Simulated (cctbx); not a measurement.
## Which space group?

Cell: a = 4.5590 Å, b = 4.5590 Å, c = 18.3520 Å, α = 90.00°, β = 90.00°, γ = 90.00°. Expected content of the cell: Pb8 Er4.

Simulated single-crystal data (cctbx): Mo Kα, λ = 0.71073 Å, to d = 0.77 Å, 80 % of the full sphere, strongest reflection 20000 counts, noise from counting, a 1.5 % proportional error and a noise floor of 2 counts (s.d.); no absorption.

Tests on the unmerged data give:

```text
2809 reflections to d = 0.770 A
centring   violations  <I/sigma> of those
    A        498 of  1398     10.1
    B        524 of  1416     10.5
    C        676 of  1386     12.1
    I          0 of  1391     -0.0
    R        657 of  1885      9.7
    F        849 of  2100     10.9
Laue class    unique    Rint  (classes that these axes allow; Friedel mates merged)
I 1 2/m 1         488   0.016
I 1 1 2/m         455   0.017
I 2/m 1 1         488   0.016
I m m m           283   0.018
I 4/m             234   0.019
I 4/m m m         165   0.019
space group    extra absences  I>4sigma  <I/sigma>
I 4 2 2                 0          0         -  acentric
I 41 2 2               11          0       0.1  acentric
I 4 m m                 0          0         -  acentric
I 41 m d              125          0       0.0  acentric
I -4 m 2                0          0         -  acentric
I -4 2 m                0          0         -  acentric
I -4 2 d              125          0       0.0  acentric
I 4/m m m               0          0         -  centric
I 41/a m d :1         142          0       0.0  centric
I 41/a m d :2         142          0       0.0  centric
Wilson B = 1.38 A^2   <|E^2-1|> = 0.885 (0.968 centric, 0.736 acentric)   E^2>4: 0.7 %
shell (A)         n   <I/sigma>
 9.18 - 1.54     28     60.1
 1.54 - 1.22     21     58.1
 1.22 - 1.07     21     52.2
 1.07 - 0.97     21     42.9
 0.97 - 0.90     18     50.9
 0.90 - 0.85     20     48.0
 0.85 - 0.81     16     59.5
 0.81 - 0.77     20     31.8
```

**Question.** What are the lattice type, the Laue class and the likely space group?

The reflections that I centring forbids are absent (⟨I/σ⟩ near 0), so the lattice is I.

Rint stays low (0.016 to 0.019) up to I 4/m m m, the highest class in these axes.

10 settings pass the absence test. The most absences obeyed, 142, belong to I 41/a m d alone.

⟨|E²−1|⟩ = 0.885 leans to a centrosymmetric structure. The Wilson B of 1.38 Å² means U ≈ 0.0175 Å².

The true group is I4_1/amd (no. 141, origin choice 1), Laue class 4/mmm, centrosymmetric. The tables fix it.

This is a model crystal, built by substitution and not relaxed, with assumed displacement parameters.

[Logs are printed without paths, hosts, clocks, repeated set-up lines and the standing remarks that a program may print on its own settings, such as how far it seeks lower states.]
